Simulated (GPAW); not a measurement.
## How the form of the self-energy moves the gap of KTlO2 (R-3m)

Wanted: the gap of KTlO2 (R-3m) under several approximations, with cost.

Method: LDA and many-body steps on it, plane waves, in GPAW 26.7.0.

## Step 1: The structure

Symmetry: R-3m, No. 166, trigonal system. The conventional cell has a = 3.454 Å, b = 3.454 Å, c = 18.307 Å, α = 90.00°, β = 90.00°, γ = 120.00°. Nearest to K lie 6 O at 2.72 Å. Nearest to Tl lie 6 O at 2.33 Å. Nearest to O lie 3 Tl at 2.33 Å and 3 K at 2.72 Å. Farther neighbours and most contacts between anions are not listed.

Structure file:

```xyz
4
Lattice="1.7268 0.9969 6.1022 -1.7268 0.9969 6.1022 0.0000 -1.9939 6.1022" Properties=species:S:1:pos:R:3 pbc="T T T"
K     0.0000    0.0000    9.1534
Tl    0.0000    0.0000    0.0000
O     0.0000    0.0000   13.4021
O     0.0000    0.0000    4.9047
```

The cell and positions are those that the Materials Project relaxed with its own functionals (PBE, PBE+U or r2SCAN), kept fixed. Spin-orbit coupling is left out unless a step names it.

## Step 2: Empty states on the mesh, 4×4×4 mesh, 222 bands

This step: GPAW 26.7.0; DFT, LDA, plane waves, PAW.

The sums over transitions need many empty states on a uniform mesh; this step solves for them.

The input, run.py:

```python
import json
import numpy as np
from gpaw.mpi import world
from gpaw import GPAW

calc = GPAW('gs.gpw').fixed_density(kpts={'size': (4, 4, 4), 'gamma': True},
    parallel={'domain': 1, 'band': 1},
    txt='nscf.txt')
calc.diagonalize_full_hamiltonian(nbands=222)
calc.write('full.gpw', mode='all')
res = {}
kpts = calc.get_ibz_k_points()
res['kpts'] = kpts
res['eigenvalues'] = [calc.get_eigenvalues(kpt=k) for k in range(len(kpts))]
res['n_electrons'] = calc.get_number_of_electrons()

if world.rank == 0:
    with open('result.json', 'w') as f:
        json.dump(res, f, default=lambda x: x.tolist())
```

On the command line:

```console
mpirun -n 4 gpaw python run.py
```

Numbers of over 12 decimals in the logs are rounded to 6 here.

The program printed:

```text
Diagonalizing LCAO Hamiltonian
Converting LCAO to pw mode
convergence criteria:
- Maximum integral of absolute [eigenst]ate change: 4e-08 eV^2 / valence electron
maximum number of iterations: 100

SCF iterations
|iter     |     time |      energy | eigst |  dens |
|iter:   1|  |             | +0.79 |       |
|iter:   2|  |             | +0.27 |       |
|iter:   3|  |             | -0.51 |       |
[...]
|iter:  20|  |             | -7.04 |       |
|iter:  21|  |             | -7.23 |       |
|iter:  22|  |             | -7.45c|       |
SCF steps: 22
  __  _  _
 | _ |_)|_||  |
 |__||  | ||/\| - 26.7.0

Input parameters:
  mode=PW(ecut=600.0),
  convergence={'density': 1e-06, 'bands': -3},
  gpts=array([40, 40, 40]),
  kpts=MonkhorstPack(size=(4, 4, 4), gamma=True),
  maxiter=100,
  nbands=25,
  occupations=Occupations(name='fermi-dirac', width=0.001, fixmagmom=False),
  parallel={'domain': 1, 'band': 1},
  xc=XC(name='LDA')
Matrix size: 2111x2111
# Writing to full.gpw (mode='all')
  [... matrices ...]

timing:  # [seconds]
  Total: 45.071  # ━━━━━━━━━━━━━━━━━━━━━━━━━━━━━━━━━━━━━━━━━━━━━━━━━━━━━━━━━━
```

The job ended after 65 s (4 MPI ranks of Arm Neoverse V1, shared host; peak memory 2.4 GiB).

Numbers from this step:

```
gap                                                           : 0.8945 eV
k of the valence top                                          : 0.5, 0.5, 0.5
k of the conduction bottom                                    : 0, 0, 0
least direct gap                                              : 1.015 eV
k points computed                                             : 13
lowest point of the top converged band, above the valence top : 116.7302 eV
```

On this mesh the gap is 0.895 eV.

## Step 3: G0W0, Godby-Needs plasmon pole

Now the one-shot GW correction: screening in the RPA, then the self-energy of the levels asked for.

This step: G0W0 on LDA, plane waves, PAW.

The input, run.py:

```python
import json
import numpy as np
from gpaw.mpi import world
from gpaw.response.g0w0 import G0W0

gw = G0W0('full.gpw',
    filename='gw',
    kpts=[0, 12],
    bands=(15, 19),
    ecut=78,
    nbands=98,
    integrate_gamma='WS',
    ppa=True)
gw.calculate()
res = {mode: {k: v for k, v in r.items() if k != 'sigma_eskwn'}
       for mode, r in gw.all_results.items()}

if world.rank == 0:
    with open('result.json', 'w') as f:
        json.dump(res, f, default=lambda x: x.tolist())
```

On the command line:

```console
mpirun -n 4 gpaw python run.py
```

The program printed:

```text
Using integrator: PointIntegrator
FrequencyGridDescriptor(from 0.000+0.000j to 0.000+27.211j eV, 2 points)
Nonperiodic BCs:  [False False False]
Using integrator: PointIntegrator
FrequencyGridDescriptor(from 0.000+0.000j to 0.000+27.211j eV, 2 points)
Nonperiodic BCs:  [False False False]
  ___  _ _ _
 |   || | | |
 | | || | | |
 |__ ||_____|
 |___|

BZ k-points: Symmetries present (total): 12

  [... matrices ...]
64 k-points: 4 x 4 x 4 Monkhorst-Pack grid + [1/8,1/8,1/8]
13 k-points in the irreducible part of the Brillouin zone
       k-points in crystal coordinates                weights
   0:     0.00000000    0.00000000    0.00000000          1/64
   1:     0.25000000    0.00000000   -0.25000000          6/64
   2:     0.25000000    0.00000000    0.00000000          6/64
   3:     0.25000000    0.25000000   -0.25000000          6/64
   4:     0.25000000    0.25000000    0.00000000          6/64
   5:     0.25000000    0.25000000    0.25000000          2/64
   6:     0.50000000    0.00000000    0.00000000          3/64
   7:     0.50000000    0.25000000   -0.25000000          6/64
   8:     0.50000000    0.25000000    0.00000000         12/64
   9:     0.50000000    0.25000000    0.25000000          6/64
          ...
  12:     0.50000000    0.50000000    0.50000000          1/64

Distributing spins, k-points and bands (1 x 2 x 4) over 4 processes
Number of blocks: 1

Quasi particle states:
k-points (IBZ indices): [0, 12]
Band range: (15, 19)
  [... matrices ...]
Computational parameters:
Plane wave cut-off: 78 eV
Number of bands: 98
Coulomb cutoff: None
Broadening: 0.1 eV

fxc modes: GW
Kernel: RPA
Using Godby-Needs plasmon-pole approximation:
  Fitting energy: i*E0, E0 = 1.000 Hartree
Summing all q:

Calculating screened Coulomb potential
No Coulomb truncation
FrequencyGridDescriptor(from 0.000+0.000j to 0.000+27.211j eV, 2 points)
Removing empty qpoint cache files...

Calculating chi0 body with:
    Ground state adapter containing:
    Number of spins: 1
    Number of kpoints: 64
    Number of irreducible kpoints: 13
    Number of completely occupied states: 17
    Number of partially occupied states: 17
    Occupied states memory: 16.6015625 M / cpu

    Linear response parametrization:
    q_c: [0.0, 0.0, 0.0]
    Number of frequency points: 2
    Planewave cutoff: 78.0
    Number of bands: 98
    Number of planewaves: 105
    Broadening (eta): 1e-06
    comm.size: 4
    kncomm.size: 4
    blockcomm.size: 1

    Memory estimate of potentially large arrays:
        chi0_wGG: 0.336456 M / cpu
Integrating chi0 body.

Symmetries of q_c:
    Direct symmetries (Uq -> q): 12
    Indirect symmetries (TUq -> q): 0
In total 12 allowed symmetries.

  [... matrices ...]
13 groups of equivalent kpoints. 79.6875% reduction.

Integral kind: response function
Integrating chi0 head and wings.

Symmetries of q_c:
    Direct symmetries (Uq -> q): 12
    Indirect symmetries (TUq -> q): 0
In total 12 allowed symmetries.

  [... matrices ...]
13 groups of equivalent kpoints. 79.6875% reduction.

Integral kind: response function wings

Calculating chi0 body with:
    Ground state adapter containing:
    Number of spins: 1
    Number of kpoints: 64
    Number of irreducible kpoints: 13
    Number of completely occupied states: 17
    Number of partially occupied states: 17
    Occupied states memory: 16.6015625 M / cpu

    Linear response parametrization:
[... the further q-points ...]

Results:
f:      Occupation numbers
eps:     KS-eigenvalues [eV]
vxc:     KS vxc [eV]
exx:     Exact exchange [eV]
sigma:   Self-energies [eV]
dsigma:  Self-energy derivatives
Z:       Renormalization factors
qp:      QP-energies [eV]

k-point 0 (0): (0.000, 0.000, 0.000)                GW
band       f     eps     vxc     exx   sigma  dsigma       Z      qp
                                                                   GW
  15   1.000   4.307 -21.945 -26.340   4.444  -0.315   0.761   4.344
  16   1.000   4.307 -21.945 -26.340   4.444  -0.315   0.761   4.344
  17   0.000   5.321 -16.928 -14.164  -1.574  -0.237   0.809   6.283
  18   0.000   9.584 -12.835  -7.936  -3.701  -0.195   0.837  10.586

k-point 1 (12): (0.500, 0.500, 0.500)                GW
band       f     eps     vxc     exx   sigma  dsigma       Z      qp
                                                                   GW
  15   1.000   4.427 -22.238 -26.624   4.452  -0.315   0.761   4.477
  16   1.000   4.427 -22.238 -26.624   4.452  -0.315   0.761   4.477
  17   0.000   6.382 -19.802 -16.977  -1.270  -0.262   0.792   7.615
  18   0.000   8.752 -13.640  -9.129  -3.309  -0.203   0.832   9.751
```

Elapsed: 3.2 min, on 4 MPI ranks; peak memory 2.6 GiB.

This step gave:

```yaml
g0w0_gap_on_the_points_computed: 1.806 eV
least_direct_g0w0_gap_on_the_computed_points: 1.939 eV
z_at_the_valence_top: 0.7606
z_at_the_conduction_bottom: 0.8085
starting_gap_on_the_mesh: 0.8945 eV
k_of_the_valence_top: 0.5, 0.5, 0.5
k_of_the_conduction_bottom: 0, 0, 0
```

The gap on the mesh goes from 0.89 eV to 1.81 eV, a correction of +0.91 eV.

## Step 4: One-shot HSE06

This step: one-shot HSE06 levels on LDA orbitals, plane waves, PAW.

The input, run.py:

```python
import json
import numpy as np
from gpaw.mpi import world
from gpaw.hybrids.eigenvalues import non_self_consistent_eigenvalues

dft, vxc, vxc_hyb = non_self_consistent_eigenvalues('full.gpw', 'HSE06', 15, 19, kpt_indices=[0, 12])
res = {'dft': dft[0], 'hybrid': (dft - vxc + vxc_hyb)[0]}
if world.rank == 0:
    with open('hybrid.txt', 'w') as f:
        for k, e0, e1 in zip([0, 12], res['dft'], res['hybrid']):
            print(k, ' '.join(f'{x:9.4f}' for x in e0), '|', ' '.join(f'{x:9.4f}' for x in e1), file=f)

if world.rank == 0:
    with open('result.json', 'w') as f:
        json.dump(res, f, default=lambda x: x.tolist())
```

On the command line:

```console
mpirun -n 4 gpaw python run.py
```

The program printed:

```text
builder.py:213: UserWarning: The angles between your unit-cell vectors are 31.2, 31.2 and 31.2 degrees.  Results may be wrong!  Please Niggli-reduce your unit-cell so that the angles are closer to 90 degrees:

  from ase.build import niggli_reduce
  niggli_reduce(atoms)
  [... matrices ...]
  warnings.warn(
builder.py:213: UserWarning: The angles between your unit-cell vectors are 31.2, 31.2 and 31.2 degrees.  Results may be wrong!  Please Niggli-reduce your unit-cell so that the angles are closer to 90 degrees:

  from ase.build import niggli_reduce
  niggli_reduce(atoms)
  [... matrices ...]
  warnings.warn(
builder.py:213: UserWarning: The angles between your unit-cell vectors are 31.2, 31.2 and 31.2 degrees.  Results may be wrong!  Please Niggli-reduce your unit-cell so that the angles are closer to 90 degrees:

  from ase.build import niggli_reduce
  niggli_reduce(atoms)
  [... matrices ...]
  warnings.warn(
builder.py:213: UserWarning: The angles between your unit-cell vectors are 31.2, 31.2 and 31.2 degrees.  Results may be wrong!  Please Niggli-reduce your unit-cell so that the angles are closer to 90 degrees:

  from ase.build import niggli_reduce
  niggli_reduce(atoms)
  [... matrices ...]
  warnings.warn(
IBZ(<points: 13, symmetries: 12>)
Occupied bands: 17
Transforming wave functions from IBZ to BZ: 0.042 seconds
Distributing wave functions and iFFT-ing to real space: 0.548 seconds
Calculating eigenvalues:
  k-points: 2
  Bands: 15-18 (inclusive)
  Seconds: 2.575 (wave-function broadcasting: 0.011 seconds)
HSE06-eigenvalue shifts:
  min: -0.955 eV
  ave: -0.213 eV
  max: 0.853 eV
```

It took 6.5 s on 4 MPI ranks; peak memory 1.9 GiB; 25 s of CPU time.

This step gave:

```
starting gap on the mesh                       : 0.8945 eV
hybrid gap on the mesh                         : 2.150 eV
least direct hybrid gap on the computed points : 2.261 eV
```

## Step 5: G0W0, extrapolated in the cutoff

This step: G0W0 on LDA, plane waves, PAW.

The input, run.py:

```python
import json
import numpy as np
from gpaw.mpi import world
from gpaw.response.g0w0 import G0W0

gw = G0W0('full.gpw',
    filename='gw',
    kpts=[0, 12],
    bands=(15, 19),
    ecut=130.0,
    integrate_gamma='WS',
    ppa=True,
    ecut_extrapolation=True)
gw.calculate()
res = {mode: {k: v for k, v in r.items() if k != 'sigma_eskwn'}
       for mode, r in gw.all_results.items()}

if world.rank == 0:
    with open('result.json', 'w') as f:
        json.dump(res, f, default=lambda x: x.tolist())
```

On the command line:

```console
mpirun -n 4 gpaw python run.py
```

The program printed:

```text
Using integrator: PointIntegrator
FrequencyGridDescriptor(from 0.000+0.000j to 0.000+27.211j eV, 2 points)
Nonperiodic BCs:  [False False False]
Using integrator: PointIntegrator
FrequencyGridDescriptor(from 0.000+0.000j to 0.000+27.211j eV, 2 points)
Nonperiodic BCs:  [False False False]
  ___  _ _ _
 |   || | | |
 | | || | | |
 |__ ||_____|
 |___|

BZ k-points: Symmetries present (total): 12

  [... matrices ...]
64 k-points: 4 x 4 x 4 Monkhorst-Pack grid + [1/8,1/8,1/8]
13 k-points in the irreducible part of the Brillouin zone
       k-points in crystal coordinates                weights
   0:     0.00000000    0.00000000    0.00000000          1/64
   1:     0.25000000    0.00000000   -0.25000000          6/64
   2:     0.25000000    0.00000000    0.00000000          6/64
[...]
9:     0.50000000    0.25000000    0.25000000          6/64
          ...
  12:     0.50000000    0.50000000    0.50000000          1/64

Distributing spins, k-points and bands (1 x 2 x 4) over 4 processes
Number of blocks: 1

Quasi particle states:
k-points (IBZ indices): [0, 12]
Band range: (15, 19)
  [... matrices ...]
Computational parameters:
Extrapolating to infinite plane wave cut-off using points at:
  112.031 eV
  120.183 eV
  130.000 eV
Number of bands: 212
Coulomb cutoff: None
Broadening: 0.1 eV

fxc modes: GW
Kernel: RPA
Using Godby-Needs plasmon-pole approximation:
  Fitting energy: i*E0, E0 = 1.000 Hartree
Summing all q:

Calculating screened Coulomb potential
No Coulomb truncation
FrequencyGridDescriptor(from 0.000+0.000j to 0.000+27.211j eV, 2 points)
Removing empty qpoint cache files...

Calculating chi0 body with:
    Ground state adapter containing:
    Number of spins: 1
    Number of kpoints: 64
    Number of irreducible kpoints: 13
[...]
chi0_wGG: 1.490509 M / cpu
Integrating chi0 body.

Symmetries of q_c:
    Direct symmetries (Uq -> q): 12
    Indirect symmetries (TUq -> q): 0
In total 12 allowed symmetries.

  [... matrices ...]
13 groups of equivalent kpoints. 79.6875% reduction.

Integral kind: response function
Integrating chi0 head and wings.

Symmetries of q_c:
    Direct symmetries (Uq -> q): 12
    Indirect symmetries (TUq -> q): 0
In total 12 allowed symmetries.

  [... matrices ...]
13 groups of equivalent kpoints. 79.6875% reduction.

Integral kind: response function wings

Calculating chi0 body with:
    Ground state adapter containing:
    Number of spins: 1
    Number of kpoints: 64
    Number of irreducible kpoints: 13
    Number of completely occupied states: 17
    Number of partially occupied states: 17
    Occupied states memory: 16.6015625 M / cpu

[... the further q-points ...]
Extrapolating selfenergy to infinite energy cutoff:
  Performing linear fit to 3 points
  Warning: Bad quality of linear fit for some (n,k).
           Higher cutoff might be necessary.
  Minimum R^2 = 0.7688. (R^2 Should be close to 1)
  [... matrices ...]
Results:
f:      Occupation numbers
eps:     KS-eigenvalues [eV]
vxc:     KS vxc [eV]
exx:     Exact exchange [eV]
sigma:   Self-energies [eV]
dsigma:  Self-energy derivatives
Z:       Renormalization factors
qp:      QP-energies [eV]

k-point 0 (0): (0.000, 0.000, 0.000)                GW
band       f     eps     vxc     exx   sigma  dsigma       Z      qp
                                                                   GW
  15   1.000   4.307 -21.945 -26.340   3.769  -0.334   0.749   3.837
  16   1.000   4.307 -21.945 -26.340   3.769  -0.334   0.749   3.837
  17   0.000   5.321 -16.928 -14.164  -1.969  -0.254   0.798   5.955
[...]
k-point 1 (12): (0.500, 0.500, 0.500)                GW
band       f     eps     vxc     exx   sigma  dsigma       Z      qp
                                                                   GW
[...]
17   0.000   6.382 -19.802 -16.977  -1.860  -0.285   0.778   7.133
  18   0.000   8.752 -13.640  -9.129  -3.653  -0.202   0.832   9.465
```

The job ended after 10 min (4 MPI ranks; peak memory 2.7 GiB).

Numbers from this step:

* quasiparticle gap on the points computed: 1.996 eV
* least direct quasiparticle gap on the computed points: 2.118 eV
* Z at the valence top: 0.7488
* Z at the conduction bottom: 0.7975
* starting gap on the mesh: 0.8945 eV
* k of the valence top: 0.5, 0.5, 0.5
* k of the conduction bottom: 0, 0, 0
* gaps at the cutoffs of the extrapolation: 1.847, 1.862, 1.877 eV

Against G0W0 in GPAW (4×4×4 mesh, 98 bands, screening to 78 eV, Godby-Needs plasmon pole), the gap moves by +0.190 eV.

(Continued in part 2 of 2.)

[Paths, hosts, dates, memory and timing lines, banners, echoed tables and standing remarks are left out of the program output.]

[Logs are printed without paths, hosts, clocks, repeated set-up lines and the standing remarks that a program may print on its own settings, such as how far it seeks lower states.]

[Runs of the session that timed out or met a known fault of the program may be left out.]

[Hosts, paths, dates, database ids (printed as entryN), source tags and the programs' standing remarks are cut or masked in the printed files.]
